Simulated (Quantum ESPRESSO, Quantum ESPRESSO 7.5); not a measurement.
# 1T-HfO2, 1 layer: a series in biaxial strain

What law, if any, do the results for 1T-HfO2, 1 layer follow against biaxial strain?

Method: plane-wave DFT, PBE, GBRV ultrasoft pseudopotentials, in Quantum ESPRESSO 7.5.

Report form: the programs' logs are mostly left out.

## (1) The starting structure

The cell holds 3 atoms: 2 O and 1 Hf. Cell: a = 3.240 Å, b = 3.240 Å, c = 17.519 Å, α = 90.0°, β = 90.0°, γ = 120.0°. It derives from HfO2. Vacuum lies along c.

Set-up: Cell and atoms are first relaxed; each strained cell is then held and the atoms relax in it. A periodic run with 15 Å of vacuum in the starting cell gives the vacuum levels, and bands follow along a path.

Members -2, -1, 0, 1 and 2 took the same steps and show in the table alone.

This sheet is a model structure: its symmetry is held, and its stability is not tested here.

## (2) Variable-cell relaxation of the reference

What the set-up leaves free in this member is relaxed.

Contents of ref.relax.in:

```
&control
  prefix = 'ref.relax'
  outdir = './out'
  pseudo_dir = './pseudo'
  nstep = 80
  forc_conv_thr = 0.0004
  calculation = 'vc-relax'
  etot_conv_thr = 1e-06
/
&system
  ibrav = 0
  nat = 3
  ntyp = 2
  ecutwfc = 50
  ecutrho = 250
  occupations = 'smearing'
  smearing = 'fd'
  degauss = 0.004
/
&electrons
  conv_thr = 1e-09
  mixing_beta = 0.4
  electron_maxstep = 120
  mixing_mode = 'plain'
/
&ions
/
&cell
  cell_dofree = '2Dxy'
  press_conv_thr = 0.3
/
ATOMIC_SPECIES
  O   15.9990  o_pbe_v1.2.uspp.F.UPF
  Hf  178.4900  hf_pbe_v1.uspp.F.UPF
CELL_PARAMETERS angstrom
  3.24000000000000 0.00000000000000 0.00000000000000
  -1.62000000000000 2.80592230826158 0.00000000000000
  0.00000000000000 0.00000000000000 17.51859087586690
ATOMIC_POSITIONS crystal
  O   0.666666666700 0.333333333300 0.428116624970
  Hf  0.000000000000 0.000000000000 0.500000000000
  O   0.333333333300 0.666666666700 0.571883375030
K_POINTS automatic
  12 12 1 0 0 0
```

Launch:

```
$ OMP_NUM_THREADS=1 mpirun -n 4 pw.x -nk 4 -in ref.relax.in > ref.relax.out
```

The job ended after 4.4 min (4 MPI ranks of Intel Xeon Platinum 8259CL at 2.50GHz (Skylake/Cascade Lake), shared host; peak memory 0.95 GiB).

The steps of the relaxation:

| step | energy less that of the first step (eV) | largest force (eV/Å) | volume (Å³) |
| --- | --- | --- | --- |
| 1 | 0.0000 | 4.1454 | 159.26 |
| 2 | -0.6670 | 3.0423 | 156.98 |
| 3 | -1.1232 | 1.5446 | 154.84 |
| 4 | -1.2501 | 0.1507 | 153.87 |
| 5 | -1.2670 | 0.0795 | 155.09 |
| 6 | -1.2796 | 0.1312 | 156.44 |
| 7 | -1.2916 | 0.1029 | 158.48 |
| 8 | -1.2944 | 0.0291 | 159.88 |
| 9 | -1.2945 | 0.0081 | 159.92 |
| 10 | -1.2945 | 0.0002 | 159.91 |
| 11 | -1.2944 | 0.0000 | 159.91 |

| cell as run | before | after | change |
| --- | --- | --- | --- |
| a (Å) | 3.240 | 3.247 | +0.2 % |
| b (Å) | 3.240 | 3.247 | +0.2 % |

The atoms that moved most (Å, along periodic axes as changes of fractional coordinates times the final cell, across vacuum about the mean position):

| atom | dx | dy | dz | length |
| --- | --- | --- | --- | --- |
| O3 | 0.000 | 0.000 | -0.293 | 0.293 |
| O1 | 0.000 | 0.000 | 0.293 | 0.293 |

Final coordinates:

```xyz
3
Lattice="3.2465 0.0000 0.0000 -1.6233 2.8116 0.0000 0.0000 0.0000 17.5186" Properties=species:S:1:pos:R:3
O     1.6233    0.9372    7.7931
Hf    0.0000    0.0000    8.7593
O     0.0000    1.8744    9.7255
```

 The last row is no step: it is a fresh SCF in the final cell with a new plane-wave basis, +0 meV from the row before.

Numbers from this step:

| Item | Value |
| --- | --- |
| free energy | -3047.6895 eV |
| Fermi energy | -2.209 eV |

## (3) Relaxation with pw.x, -4 %

Contents of m0.relax.in:

```
&control
  prefix = 'm0.relax'
  outdir = './out'
  pseudo_dir = './pseudo'
  nstep = 40
  forc_conv_thr = 0.0003
  calculation = 'relax'
  tstress = .true.
/
&system
  ibrav = 0
  nat = 3
  ntyp = 2
  ecutwfc = 50
  ecutrho = 250
  occupations = 'smearing'
  smearing = 'fd'
  degauss = 0.002
/
&electrons
  conv_thr = 1e-09
  mixing_beta = 0.4
  electron_maxstep = 120
  mixing_mode = 'plain'
/
&ions
/
ATOMIC_SPECIES
  O   15.9990  o_pbe_v1.2.uspp.F.UPF
  Hf  178.4900  hf_pbe_v1.uspp.F.UPF
CELL_PARAMETERS angstrom
  3.11666098272000 0.00000000000000 0.00000000000000
  -1.55833049184000 2.69910758592000 0.00000000000000
  0.00000000000000 0.00000000000000 17.51859087600000
ATOMIC_POSITIONS crystal
  O   0.666666666700 0.333333333300 0.444849503100
  Hf  0.000000000000 0.000000000000 0.500000000000
  O   0.333333333300 0.666666666700 0.555150496900
K_POINTS automatic
  12 12 1 0 0 0
```

Launch:

```
$ OMP_NUM_THREADS=1 mpirun -n 4 pw.x -nk 4 -in m0.relax.in > m0.relax.out
```

It took 81 s on 4 MPI ranks; peak memory 0.86 GiB; 5.4 min of CPU time.

The steps of the relaxation:

| step | energy less that of the first step (eV) | largest force (eV/Å) |
| --- | --- | --- |
| 1 | 0.0000 | 1.2688 |
| 2 | -0.0519 | 0.7211 |
| 3 | -0.0765 | 0.1386 |
| 4 | -0.0775 | 0.0031 |

The atoms that moved most (Å):

| atom | dx | dy | dz | length |
| --- | --- | --- | --- | --- |
| O1 | 0.000 | 0.000 | -0.062 | 0.062 |
| O3 | 0.000 | 0.000 | 0.062 | 0.062 |

The relaxed structure:

```cif
data_structure
_symmetry_space_group_name_H-M 'P 1'
_symmetry_Int_Tables_number 1
_cell_length_a 3.1167
_cell_length_b 3.1167
_cell_length_c 17.5186
_cell_angle_alpha 90.000
_cell_angle_beta 90.000
_cell_angle_gamma 120.000
_cell_volume 147.37
loop_
_atom_site_label
_atom_site_type_symbol
_atom_site_fract_x
_atom_site_fract_y
_atom_site_fract_z
_atom_site_occupancy
O1 O 0.66667 0.33333 0.44133 1
Hf2 Hf 0.00000 0.00000 0.50000 1
O3 O 0.33333 0.66667 0.55867 1
```

The relaxation lowers the energy by 26 meV an atom.

Numbers from this step:

* free energy: -3047.4905 eV
* Fermi energy: -1.510 eV

## (4) Ground state, -4 %

The self-consistent run of this member.

Contents of m0.scf.in:

```
&control
  prefix = 'm0.scf'
  outdir = './out'
  pseudo_dir = './pseudo'
  calculation = 'scf'
  tprnfor = .true.
/
&system
  ibrav = 0
  nat = 3
  ntyp = 2
  ecutwfc = 40
  ecutrho = 200
  occupations = 'smearing'
  smearing = 'fd'
  degauss = 0.002
  nbnd = 16
/
&electrons
  conv_thr = 1e-09
  mixing_beta = 0.4
  electron_maxstep = 120
  mixing_mode = 'plain'
/
ATOMIC_SPECIES
  O   15.9990  o_pbe_v1.2.uspp.F.UPF
  Hf  178.4900  hf_pbe_v1.uspp.F.UPF
CELL_PARAMETERS angstrom
  3.11666098272000 0.00000000000000 0.00000000000000
  -1.55833049184000 2.69910758592000 0.00000000000000
  0.00000000000000 0.00000000000000 17.51859087600000
ATOMIC_POSITIONS crystal
  O   0.666666666700 0.333333333300 0.441328759000
  Hf  0.000000000000 0.000000000000 0.500000000000
  O   0.333333333300 0.666666666700 0.558671241000
K_POINTS automatic
  12 12 1 0 0 0
```

Launch:

```
$ OMP_NUM_THREADS=1 mpirun -n 4 pw.x -nk 4 -in m0.scf.in > m0.scf.out
```

Wall time 20 s (4 MPI ranks); peak memory 0.44 GiB.

This step gave:

```
free energy                          : -3047.4728 eV
Fermi energy                         : -1.517 eV
valence top, on the run's zero       : -4.005 eV
conduction bottom, on the run's zero : 0.7939 eV
gap by band count                    : 4.798 eV
```

## (5) Electrostatic potential, -4 %

plot_num = 11 writes the bare and Hartree potential, from which vacuum levels or, in a crystal, the mean potential are read.

Contents of m0.pot.in:

```
&inputpp
  prefix = 'm0.scf'
  outdir = './out'
  filplot = 'm0.pot.dat'
  plot_num = 11
/
```

Launch:

```
$ OMP_NUM_THREADS=1 mpirun -n 4 pp.x -in m0.pot.in > m0.pot.out
```

Wall time 1.8 s (4 MPI ranks); peak memory 0.11 GiB.

Numbers from this step:

```
slope of the potential above                                          : 9.11e-7 eV/Å
upper vacuum line continued to the top atoms, over the valence top    : 8.295 eV
slope of the potential below                                          : -6.57e-6 eV/Å
lower vacuum line continued to the bottom atoms, over the valence top : 8.295 eV
vacuum level at the upper face over the valence top of the mesh       : 8.295 eV
vacuum level at the lower face over the valence top of the mesh       : 8.295 eV
```

Electrostatic potential energy of an electron; zero at the highest filled level of the SCF mesh. The potential energy, planar mean by z:

| z (Å) | potential energy, planar mean (eV) |
| --- | --- |
| 0.0 | 8.30 |
| 0.5 | 8.30 |
| 1.0 | 8.30 |
| 1.5 | 8.30 |
| 2.0 | 8.30 |
| 2.5 | 8.30 |
| 3.0 | 8.30 |
| 3.5 | 8.30 |
| 4.0 | 8.30 |
| 4.5 | 8.29 |
| 5.0 | 8.29 |
| 5.5 | 8.29 |
| 6.0 | 8.24 |
| 6.5 | 7.98 |
| 7.0 | 6.37 |
| 7.5 | -2.68 |
| 8.0 | -8.35 |
| 8.5 | -6.24 |
| 9.0 | -6.18 |
| 9.5 | -8.27 |
| 10.0 | -3.14 |
| 10.5 | 6.22 |
| 11.0 | 7.96 |
| 11.5 | 8.24 |
| 12.0 | 8.28 |
| 12.5 | 8.29 |
| 13.0 | 8.29 |
| 13.5 | 8.30 |
| 14.0 | 8.30 |
| 14.5 | 8.30 |
| 15.0 | 8.30 |
| 15.5 | 8.30 |
| 16.0 | 8.30 |
| 16.5 | 8.30 |
| 17.0 | 8.30 |

## (6) Bands along a path, -4 %

Bands along a path place the edges.

m0.bands.in, as its differences from the input of step 4:

```diff
@@ -1,7 +1,6 @@
 &control
-  prefix = 'm0.scf'
+  prefix = 'm0.bands'
   outdir = './out'
   pseudo_dir = './pseudo'
-  calculation = 'scf'
-  tprnfor = .true.
+  calculation = 'bands'
 /
@@ -16,6 +15,6 @@
   degauss = 0.002
-  nbnd = 16
+  nbnd = 18
 /
 &electrons
-  conv_thr = 1e-09
+  conv_thr = 1e-07
   mixing_beta = 0.4
@@ -35,3 +34,7 @@
   O   0.333333333300 0.666666666700 0.558671241000
-K_POINTS automatic
-  12 12 1 0 0 0
+K_POINTS crystal_b
+4
+  0.0000000000 0.0000000000 0.0000000000 12
+  0.5000000000 0.0000000000 0.0000000000 12
+  0.3333333333 0.3333333333 0.0000000000 12
+  0.0000000000 0.0000000000 0.0000000000 1
```

Launch:

```
$ cp -r out/m0.scf.save out/m0.bands.save
$ cp out/m0.scf.xml out/m0.bands.xml
$ OMP_NUM_THREADS=1 mpirun -n 4 pw.x -nk 4 -in m0.bands.in > m0.bands.out
```

Run time: 13 s. Hardware: 4 MPI ranks; peak memory 0.33 GiB.

Band numbers count within the set of bands kept for display. Electronic bands along the path, in eV, zero at the highest filled level of the SCF mesh; v1 is the highest filled band, c1 the lowest empty one:

| point | v4 | v3 | v2 | v1 | c1 | c2 | c3 |
| --- | --- | --- | --- | --- | --- | --- | --- |
| Γ | -3.40 | -0.67 | -0.15 | -0.15 | 5.54 | 5.54 | 6.30 |
| halfway | -2.75 | -1.79 | -0.71 | -0.06 | 5.14 | 6.83 | 7.09 |
| M | -1.68 | -1.54 | -0.70 | -0.47 | 4.80 | 7.15 | 8.12 |
| halfway | -1.63 | -1.40 | -1.28 | -0.49 | 5.32 | 6.85 | 7.49 |
| K | -2.76 | -1.22 | -1.22 | -0.61 | 5.79 | 6.79 | 6.79 |
| halfway | -2.71 | -1.53 | -1.22 | 0.00 | 5.66 | 6.11 | 7.56 |
| Γ | -3.40 | -0.67 | -0.15 | -0.15 | 5.54 | 5.54 | 6.30 |

Along this path the valence top lies between K and Γ and the conduction bottom at M.

## (7) Relaxation with pw.x, -3 %

Contents of m1.relax.in:

```
&control
  prefix = 'm1.relax'
  outdir = './out'
  pseudo_dir = './pseudo'
  nstep = 40
  forc_conv_thr = 0.0003
  calculation = 'relax'
  tstress = .true.
/
&system
  ibrav = 0
  nat = 3
  ntyp = 2
  ecutwfc = 50
  ecutrho = 250
  occupations = 'smearing'
  smearing = 'fd'
  degauss = 0.002
/
&electrons
  conv_thr = 1e-09
  mixing_beta = 0.4
  electron_maxstep = 120
  mixing_mode = 'plain'
/
&ions
/
ATOMIC_SPECIES
  O   15.9990  o_pbe_v1.2.uspp.F.UPF
  Hf  178.4900  hf_pbe_v1.uspp.F.UPF
CELL_PARAMETERS angstrom
  3.14912620129000 0.00000000000000 0.00000000000000
  -1.57456310113000 2.72722328994000 0.00000000000000
  0.00000000000000 0.00000000000000 17.51859087600000
ATOMIC_POSITIONS crystal
  O   0.666666666700 0.333333333300 0.444849503100
  Hf  0.000000000000 0.000000000000 0.500000000000
  O   0.333333333300 0.666666666700 0.555150496900
K_POINTS automatic
  12 12 1 0 0 0
```

Launch:

```
$ OMP_NUM_THREADS=1 mpirun -n 4 pw.x -nk 4 -in m1.relax.in > m1.relax.out
```

Elapsed: 86 s, on 4 MPI ranks; peak memory 0.86 GiB.

Step by step:

| step | energy less that of the first step (eV) | largest force (eV/Å) |
| --- | --- | --- |
| 1 | 0.0000 | 0.9071 |
| 2 | -0.0269 | 0.5338 |
| 3 | -0.0405 | 0.1324 |
| 4 | -0.0414 | 0.0024 |

The atoms that moved most (Å):

| atom | dx | dy | dz | length |
| --- | --- | --- | --- | --- |
| O3 | 0.000 | 0.000 | 0.046 | 0.046 |
| O1 | 0.000 | 0.000 | -0.046 | 0.046 |

The relaxed structure:

```xyz
3
Lattice="3.1491 0.0000 0.0000 -1.5746 2.7272 0.0000 0.0000 0.0000 17.5186" Properties=species:S:1:pos:R:3
O     1.5746    0.9091    7.7472
Hf    0.0000    0.0000    8.7593
O     0.0000    1.8181    9.7714
```

The relaxation lowers the energy by 14 meV an atom.

Numbers from this step:

```
free energy  : -3047.5798 eV
Fermi energy : -1.736 eV
```

## (8) SCF with pw.x, -3 %

Contents of m1.scf.in:

```
&control
  prefix = 'm1.scf'
  outdir = './out'
  pseudo_dir = './pseudo'
  calculation = 'scf'
  tprnfor = .true.
/
&system
  ibrav = 0
  nat = 3
  ntyp = 2
  ecutwfc = 40
  ecutrho = 200
  occupations = 'smearing'
  smearing = 'fd'
  degauss = 0.002
  nbnd = 16
/
&electrons
  conv_thr = 1e-09
  mixing_beta = 0.4
  electron_maxstep = 120
  mixing_mode = 'plain'
/
ATOMIC_SPECIES
  O   15.9990  o_pbe_v1.2.uspp.F.UPF
  Hf  178.4900  hf_pbe_v1.uspp.F.UPF
CELL_PARAMETERS angstrom
  3.14912620129000 0.00000000000000 0.00000000000000
  -1.57456310113000 2.72722328994000 0.00000000000000
  0.00000000000000 0.00000000000000 17.51859087600000
ATOMIC_POSITIONS crystal
  O   0.666666666700 0.333333333300 0.442224828700
  Hf  0.000000000000 0.000000000000 0.500000000000
  O   0.333333333300 0.666666666700 0.557775171300
K_POINTS automatic
  12 12 1 0 0 0
```

Launch:

```
$ OMP_NUM_THREADS=1 mpirun -n 4 pw.x -nk 4 -in m1.scf.in > m1.scf.out
```

The job ended after 19 s (4 MPI ranks; peak memory 0.44 GiB; 73 s of CPU time).

This step gave:

- free energy: -3047.5631 eV
- Fermi energy: -1.744 eV
- valence top, on the run's zero: -3.990 eV
- conduction bottom, on the run's zero: 0.8614 eV
- gap by band count: 4.852 eV

## (9) Relaxation with pw.x, 3 %

Contents of m7.relax.in:

```
&control
  prefix = 'm7.relax'
  outdir = './out'
  pseudo_dir = './pseudo'
  nstep = 40
  forc_conv_thr = 0.0003
  calculation = 'relax'
  tstress = .true.
/
&system
  ibrav = 0
  nat = 3
  ntyp = 2
  ecutwfc = 50
  ecutrho = 250
  occupations = 'smearing'
  smearing = 'fd'
  degauss = 0.002
/
&electrons
  conv_thr = 1e-09
  mixing_beta = 0.4
  electron_maxstep = 120
  mixing_mode = 'plain'
/
&ions
/
ATOMIC_SPECIES
  O   15.9990  o_pbe_v1.2.uspp.F.UPF
  Hf  178.4900  hf_pbe_v1.uspp.F.UPF
CELL_PARAMETERS angstrom
  3.34391751271000 0.00000000000000 0.00000000000000
  -1.67195875687000 2.89591751406000 0.00000000000000
  0.00000000000000 0.00000000000000 17.51859087600000
ATOMIC_POSITIONS crystal
  O   0.666666666700 0.333333333300 0.444849503100
  Hf  0.000000000000 0.000000000000 0.500000000000
  O   0.333333333300 0.666666666700 0.555150496900
K_POINTS automatic
  12 12 1 0 0 0
```

Launch:

```
$ OMP_NUM_THREADS=1 mpirun -n 4 pw.x -nk 4 -in m7.relax.in > m7.relax.out
```

Wall time 1.7 min (4 MPI ranks); peak memory 0.95 GiB.

(Part 1 of 2 ends here.)

[Logs are printed without paths, hosts, clocks, repeated set-up lines and the standing remarks that a program may print on its own settings, such as how far it seeks lower states.]

[Hosts, paths, dates, database ids (printed as entryN), source tags and the programs' standing remarks are cut or masked in the printed files.]

[Maps of the electrostatic potential energy from Ansatz leave out the sawtooth potential of an applied field or a dipole correction, so their vacuum need not be flat; planar profiles and work functions include it.]
